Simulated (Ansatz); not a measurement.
# What KSrCl3 (model cell, started as cubic perovskite with Sr in the octahedra) distorts into, part 3 of 3

Aim: this structure of KSrCl3 (model cell, started as cubic perovskite with Sr in the octahedra) is to be tested for unstable modes, and one is followed downhill.

Ansatz 0.2.0; DFT PBEsol, scalar-relativistic, plane waves, PAW; PAW set soft_1.

So far. Step 5 (Energy along the mode, all amplitudes (two of the runs …): The lowest of the steps tried is the last one, at 0.6 Å, 44.1 meV/atom below the parent; the bottom of the well need not coincide with a step. Step 7 (The new phase in its own primitive cell): The largest force component left is 0.35 meV/Å and the pressure is 0.008 GPa, within the tolerances set. The cell now holds 32.25 Å³/atom. The relaxed cell has a = 7.744, c = 18.625 Å (conventional setting).

The structure was built from a prototype and need not be the compound's stable phase.

## (8) Modes of the new phase, k-mesh 3×3×3

A relaxed structure may still be a saddle point, so its zone-centre modes are computed. The response to a homogeneous field gives the Born charges and the dielectric tensor.

input.yaml reads:

```yaml
crystal:
  lattice:
    - [3.8722117306, 2.235622485, 6.2083331161]
    - [-3.8722117306, 2.235622485, 6.2083331161]
    - [0.0, -4.47124497, 6.2083331161]
  atoms:
    - { symbol: K, position: [0.75, 0.75, 0.75] }
    - { symbol: K, position: [0.25, 0.25, 0.25] }
    - { symbol: Sr, position: [0.5, 0.5, 0.5] }
    - { symbol: Sr, position: [0.0, 0.0, 0.0] }
    - { symbol: Cl, position: [0.3554127781, 0.75, 0.1445872219] }
    - { symbol: Cl, position: [0.6445872219, 0.25, 0.8554127781] }
    - { symbol: Cl, position: [0.1445872219, 0.3554127781, 0.75] }
    - { symbol: Cl, position: [0.8554127781, 0.6445872219, 0.25] }
    - { symbol: Cl, position: [0.25, 0.8554127781, 0.6445872219] }
    - { symbol: Cl, position: [0.75, 0.1445872219, 0.3554127781] }
kpoints:
  mp_grid: { grid: [3, 3, 3] }
hamiltonian:
  xc: pbesol
  pseudopotentials: { kind: paw, azcp: { folder: soft_1 }, xc_functional: pbe }
scf:
  occupations: { method: fixed }
output:
  eigenvalues: true
phonons:
  method: dfpt
  dielectric: true
  rigid_motions: translations
```

Launch:

```sh
$ ansatz run input.yaml --threads 4 --pin off --max-ram 16384MiB --backend cpu --events-out ev --progress --plain --runs-dir out
```

Numbers of over 12 decimals in the logs are rounded to 6 here.

Log:

```text
[...]
Crystal: 10 atoms, lattice volume = 322.466 Å³
Basis set: ecut = 420 eV, 6279 PW (Γ), exchange–correlation on 108×108×108 points (8 copies of the dense FFT grid, shifted against one another)
Bands: 50, of which v1, the nominal top of the filled ones, is band 40 counted from 1 (39 counted from 0)
Symmetry: 12 space group operations
k-points: 14 of 27 (irreducible under 1 space group operation, time reversal used)
[...]
SCF iter   1: F=—  HF=-16408.152748 eV  |F-HF|=—  |Δ(HF+E_count)|=         —  Δρ=4.28e-2  dr2=1.05e1  ethr=3.10e-3  ⟨swp⟩=10.6  Hψ=4138  notcnv=0  defer=96
[...]
SCF iter  10: F=-16403.827177 eV  HF=-16403.827177 eV  |F-HF|=5.82e-11  |Δ(HF+E_count)|=   1.18e-9  Δρ=9.77e-8  dr2=3.32e-11  ethr=1.00e-12  ⟨swp⟩=25.2  Hψ=6985  notcnv=0
SCF 1 converged in 10 iterations: F = -16403.827177 eV  dr2 = 3.32e-11
[...]
NSCF: frozen V_eff on 13 k-points
[...]
DFPT response loops at Γ: preconditioner auto → none (the input reference at scf.mixing.eps_inf says where Resta's filter doesn't serve); β = 0.50; Broyden in place of MSR1
── the response to a field inside a basis, on 4×4×4 k-points: an SCF that follows is theirs, and a resumed run solves both again ──
Bands: 41, of which v1, the nominal top of the filled ones, is band 40 counted from 1 (39 counted from 0)
k-points: 10 of 64
[...]
Eigensolver: Dense (10 Hₖ)
SCF iter   1: F=—  HF=-16403.527357 eV  |F-HF|=—  |Δ(HF+E_count)|=         —  Δρ=4.36e-4  dr2=2.11e-4  ethr=1.00e-1
[...]
SCF iter   4: F=-16403.527492 eV  HF=-16403.527491 eV  |F-HF|=2.06e-7  |Δ(HF+E_count)|=   8.27e-7  Δρ=5.29e-6  dr2=8.29e-8  ethr=2.34e-9
SCF 1 converged in 4 iterations: F = -16403.527492 eV  dr2 = 8.29e-8
[...]
SCF converged after 10 iterations
Free energy (F): -16403.827177 eV
[...]
Internal energy: -16403.827177 eV  (E = F + TS)
E sigma→0 (E₀):  -16403.827177 eV
Fermi energy:    1.092598 eV
[...]
--- Band table (eV; the first three rows and the last of 14) ---
  k-point 0: bands = [... 36 lower, 0.8978, 0.9413, 0.9413, 1.0926, 6.1101, 7.5054, 7.5054, 7.6056, ... 6 higher]
  k-point 1: bands = [... 36 lower, 0.8817, 0.9297, 0.9673, 1.0013, 6.8892, 7.7508, 7.8138, 7.8637, ... 6 higher]
  k-point 2: bands = [... 36 lower, 0.8817, 0.9297, 0.9673, 1.0013, 6.8892, 7.7508, 7.8138, 7.8637, ... 6 higher]
  k-point 13: bands = [... 36 lower, 0.7283, 0.8065, 0.8168, 0.9176, 7.6807, 7.7189, 7.8703, 7.9938, ... 6 higher]
[...]
k mesh reduced under 1 symmetry operation, with k and −k counted as one. Each operation leaves every solved perturbation unchanged. A smaller set is not considered because the run solves the response to a homogeneous field
  ASR residual: 3.767e-4 → 0.000e0 eV/Å²; symmetrization residual: 6.572e-6 eV/Å²
  ASR residual per site (eV/Å²): 1.80e-5 1.80e-5 3.77e-4 3.77e-4 3.00e-5 3.00e-5 3.00e-5 3.00e-5 3.00e-5 3.00e-5
  Γ frequencies (cm⁻¹): -62.68 -51.69 -31.85 -31.85 -28.19 -28.19 0.00 0.00 0.00 76.66 81.53 81.53 89.37 96.51 96.51 106.19 112.51 128.80 128.80 142.57 142.57 152.14 158.83 158.83 196.66 196.66 209.73 218.08 218.08 238.32
  ε∞ (high-frequency dielectric tensor):
        2.559056     0.000000     0.000000
        0.000000     2.559056    -0.000000
        0.000000    -0.000000     2.510045
  softest optical mode at Γ: -62.68 cm⁻¹; the repairs (sum rule, projections) moved no ω² at Γ by more than (1.64 cm⁻¹)²
  Born effective charges Z* (e; rows j = field, columns β = displacement):
    site 0:
         1.23316   -0.00000    0.00000
         0.00000    1.23316   -0.00000
         0.00000   -0.00000    1.13859
    site 1:
         1.23316   -0.00000    0.00000
         0.00000    1.23316   -0.00000
         0.00000   -0.00000    1.13859
    site 2:
         2.43080   -0.12024    0.00000
         0.12024    2.43080   -0.00000
         0.00000   -0.00000    2.25949
    site 3:
         2.43080    0.12024    0.00000
        -0.12024    2.43080   -0.00000
         0.00000    0.00000    2.25949
    site 4:
        -1.34214    0.20926   -0.36453
         0.20926   -1.10050    0.21046
        -0.38298    0.22112   -1.13269
    site 5:
        -1.34214    0.20926   -0.36453
         0.20926   -1.10050    0.21046
        -0.38298    0.22112   -1.13269
    site 6:
        -0.97969   -0.00000   -0.00000
        -0.00000   -1.46295   -0.42092
        -0.00000   -0.44223   -1.13269
    site 7:
        -0.97969   -0.00000   -0.00000
        -0.00000   -1.46295   -0.42092
        -0.00000   -0.44223   -1.13269
    site 8:
        -1.34214   -0.20926    0.36453
        -0.20926   -1.10050    0.21046
         0.38298    0.22112   -1.13269
    site 9:
        -1.34214   -0.20926    0.36453
        -0.20926   -1.10050    0.21046
         0.38298    0.22112   -1.13269
  Z* charge neutrality: 3.014e-2 e pre-enforcement
  solved inside a basis spanned on kpoints, on 4×4×4 k-points, its susceptibility summed on 8×8×8: ε∞ is read to err by 6.4e-3, Z* by 1.8e-2 e (field_mesh: kpoints solves on kpoints); Z* is corrected for what the basis lacks
  optical modes at Γ without the LO–TO term, one row a degenerate level:
      ω (cm⁻¹)  modes    IR ((D/Å)²/amu)
        -62.68      1             3.4639
        -51.69      1             0.0000
        -31.85      2             0.0000
        -28.19      2             1.1347
         76.66      1             0.3548
         81.53      2             0.7395
         89.37      1             0.0000
[...]
optical modes at Γ + LO–TO along q̂ = [1.0000, 0.0000, 0.0000]:
      ω (cm⁻¹)  modes    IR ((D/Å)²/amu)
[...]
optical modes at Γ + LO–TO along q̂ = [0.0000, 1.0000, 0.0000]:
      ω (cm⁻¹)  modes    IR ((D/Å)²/amu)
[...]
optical modes at Γ + LO–TO along q̂ = [0.0000, 0.0000, 1.0000]:
      ω (cm⁻¹)  modes    IR ((D/Å)²/amu)
[...]
89.37      1             0.0000
         96.51      2             0.0000
        106.19      1             0.0000
        112.51      1             0.0000
        128.80      2             4.6536
        142.57      2             0.0000
        152.14      1             0.0000
        158.83      2             4.5764
        196.66      2             0.0000
        218.08      2            11.5203
        238.32      1             0.0000
        251.35      1             8.1641
```

Run time: 2.2 min. Hardware: 4 threads of Arm Neoverse V1, shared host; peak memory 3.3 GiB; 8.1 min of CPU time.

Numbers from this step:

```
sum-rule residual before enforcement                    : 3.77e-4 eV/Å²
miss of the charge sum rule                             : 0.03014 e
estimated error of the dielectric tensor                : 0.006396
estimated error of the Born charges                     : 0.01763 e
point group                                             : -3m
highest optical mode at the zone centre (no LO-TO term) : 238.3 cm⁻¹
lowest optical zone-centre mode                         : -62.68 cm⁻¹
mean high-frequency dielectric constant                 : 2.543
largest Born charge (third of the trace)                : 2.374 e
top of the zone-centre spectrum with the field          : 261.7 cm⁻¹
```

Without the LO-TO term. Patterns of degenerate modes are one choice out of their space. Modes at Γ, with each element's share of the kinetic energy (negative means imaginary):

| mode | frequency (cm⁻¹) | symmetry | K % | Sr % | Cl % |
| --- | --- | --- | --- | --- | --- |
| 1 | -62.7 | A2u | 63 | 0 | 37 |
| 2 | -51.7 | A2g | 83 | 0 | 17 |
| 3 | -31.9 | Eg | 10 | 0 | 90 |
| 4 | -31.9 | Eg | 10 | 0 | 90 |
| 5 | -28.2 | Eu | 10 | 1 | 89 |
| 6 | -28.2 | Eu | 10 | 1 | 89 |
| 7 | 0.0 | acoustic | 17 | 38 | 46 |
| 8 | 0.0 | acoustic | 17 | 38 | 46 |
| 9 | 0.0 | acoustic | 17 | 38 | 46 |
| 10 | 76.7 | A2u | 20 | 38 | 41 |
| 11 | 81.5 | Eu | 18 | 46 | 36 |
| 12 | 81.5 | Eu | 18 | 46 | 36 |
| 13 | 89.4 | A2g | 17 | 0 | 83 |
| 14 | 96.5 | Eg | 60 | 0 | 40 |
| 15 | 96.5 | Eg | 60 | 0 | 40 |
| 16 | 106.2 | A1u | 0 | 32 | 68 |
| 17 | 112.5 | A1g | 0 | 0 | 100 |
| 18 | 128.8 | Eu | 52 | 23 | 26 |
| 19 | 128.8 | Eu | 52 | 23 | 26 |
| 20 | 142.6 | Eg | 30 | 0 | 70 |
| 21 | 142.6 | Eg | 30 | 0 | 70 |
| 22 | 152.1 | A1u | 0 | 68 | 32 |
| 23 | 158.8 | Eu | 3 | 69 | 28 |
| 24 | 158.8 | Eu | 3 | 69 | 28 |
| 25 | 196.7 | Eg | 0 | 0 | 100 |
| 26 | 196.7 | Eg | 0 | 0 | 100 |
| 27 | 209.7 | A2u | 0 | 24 | 76 |
| 28 | 218.1 | Eu | 0 | 24 | 76 |
| 29 | 218.1 | Eu | 0 | 24 | 76 |
| 30 | 238.3 | A2g | 0 | 0 | 100 |

Displacements in mode 1 (-62.7 cm⁻¹), the largest set to 1:
```
K1   0.00  0.00  1.00
K2   0.00  0.00  1.00
Sr3  0.00  0.00  0.02
Sr4  0.00  0.00  0.02
Cl5  0.23 -0.13 -0.39
Cl6  0.23 -0.13 -0.39
Cl7  0.00  0.26 -0.39
Cl8  0.00  0.26 -0.39
Cl9 -0.23 -0.13 -0.39
Cl10-0.23 -0.13 -0.39
```

Displacements in mode 18 (128.8 cm⁻¹), the largest set to 1:
```
K1   0.02  1.00  0.00
K2   0.02  1.00  0.00
Sr3  0.43 -0.10  0.00
Sr4 -0.43 -0.08  0.00
Cl5 -0.27 -0.45  0.04
Cl6 -0.27 -0.45  0.04
Cl7 -0.01  0.02 -0.08
Cl8 -0.01  0.02 -0.08
Cl9  0.26 -0.44  0.04
Cl10 0.26 -0.44  0.04
```

Optical modes at the zone centre, without and with the macroscopic field of the longitudinal modes; each column is sorted by frequency, so a row need not hold one and the same mode. Modes with and without the field, by row:

| rank among optical modes | no field (cm⁻¹) | q along (1, 0, 0) (cm⁻¹) | q along (0, 0, 1) (cm⁻¹) |
| --- | --- | --- | --- |
| 1 | -62.7 | -62.7 | -51.7 |
| 2 | -51.7 | -51.7 | -31.9 |
| 3 | -31.9 | -31.9 | -31.9 |
| 4 | -31.9 | -31.9 | -28.2 |
| 5 | -28.2 | -28.2 | -28.2 |
| 6 | -28.2 | -8.9 | 41.7 |
| 7 | 76.7 | 76.7 | 81.5 |
| 8 | 81.5 | 81.5 | 81.5 |
| 9 | 81.5 | 84.2 | 85.7 |
| 10 | 89.4 | 89.4 | 89.4 |
| 11 | 96.5 | 96.5 | 96.5 |
| 12 | 96.5 | 96.5 | 96.5 |
| 13 | 106.2 | 106.2 | 106.2 |
| 14 | 112.5 | 112.5 | 112.5 |
| 15 | 128.8 | 128.8 | 128.8 |
| 16 | 128.8 | 138.4 | 128.8 |
| 17 | 142.6 | 142.6 | 142.6 |
| 18 | 142.6 | 142.6 | 142.6 |
| 19 | 152.1 | 152.1 | 152.1 |
| 20 | 158.8 | 158.8 | 158.8 |
| 21 | 158.8 | 172.6 | 158.8 |
| 22 | 196.7 | 196.7 | 196.7 |
| 23 | 196.7 | 196.7 | 196.7 |
| 24 | 209.7 | 209.7 | 218.1 |
| 25 | 218.1 | 218.1 | 218.1 |
| 26 | 218.1 | 238.3 | 238.3 |
| 27 | 238.3 | 261.7 | 251.3 |

Born charge (rows field, columns displacement) (e), principal values of the symmetric part by kind of site:

| atom | atoms with these values | low | middle | high | mean |
| --- | --- | --- | --- | --- | --- |
| K1 | 2 | 1.14 | 1.23 | 1.23 | 1.20 |
| Sr3 | 2 | 2.26 | 2.43 | 2.43 | 2.37 |
| Cl5 | 6 | -1.76 | -0.98 | -0.84 | -1.19 |

In full for K1:

```
1.23 0.00 0.00
0.00 1.23 0.00
0.00 0.00 1.14
```

High-frequency dielectric tensor:

```
2.56 0.00 0.00
0.00 2.56 0.00
0.00 0.00 2.51
```

Transverse modes; imaginary modes are left out. Lines of the infrared spectrum (strongest = 100):

| position (cm⁻¹) | label | relative intensity |
| --- | --- | --- |
| 77 | A2u | 3.1 |
| 82 | Eu | 6.4 |
| 89 | A2g | 0.0 |
| 96 | Eg | 0.0 |
| 106 | A1u | 0.0 |
| 112 | A1g | 0.0 |
| 129 | Eu | 40 |
| 143 | Eg | 0.0 |
| 152 | A1u | 0.0 |
| 159 | Eu | 40 |
| 197 | Eg | 0.0 |
| 210 | A2u | 54 |
| 218 | Eu | 100 |
| 238 | A2g | 0.0 |

Before it was imposed, the acoustic sum rule was missed by 3.8e-4 eV/Å² and the charge sum rule by 0.030 e. The charge miss is large and points to the mesh or the basis. The lowest optical mode is imaginary, 62.7i cm⁻¹, so the energy falls along it.

## (9) Outcome

```json
{"unstable mode of the parent": "q = (-0.5, -0.5, -0.5), 67i cm⁻¹", "depth at the lowest point sampled": "44.1 meV/atom", "largest atomic shift at that point": "0.6 Å", "space group reached (within 0.01 Å)": "R-3c", "energy gained over the parent (first relaxation, on the mesh of the frozen mode)": "66.0 meV/atom", "volume per atom, phase reached": "32.2 Å³", "gap on the k-mesh, phase reached": "5.02 eV", "lowest optical zone-centre mode, phase reached": "-62.7 cm⁻¹", "highest optical mode at the zone centre (no LO-TO term), phase reached": "238 cm⁻¹"}
```

Along this mode the structure falls into R-3c, 66.0 meV/atom below the parent. At the parent's cell the well is 44.12 meV/atom deep on the steps tried, with its lowest point at a shift of 0.6 Å. That is the last step tried, so the steps alone don't bracket the bottom of the well. Relaxing atoms and cell changes the gain by +21.86 meV/atom against the lowest step (energies at zero smearing). The new phase still has an imaginary mode at the zone centre of its cell, so it is a saddle point on the way to a lower structure. Of the 4 patterns followed to their end from this parent, this one ends 9.79 meV/atom above the lowest, Imma. Each path keeps the symmetry of its pattern, so a lower phase may lie along a pattern not tried. The PAW files were made for PBE and serve the other functionals too. The starting cell was built on a prototype and not taken from a measurement, so the phase need not exist.

[Logs are printed without paths, hosts, clocks, repeated set-up lines and the standing remarks that a program may print on its own settings, such as how far it seeks lower states.]

[Hosts, paths, dates, database ids (printed as entryN), source tags and the programs' standing remarks are cut or masked in the printed files.]
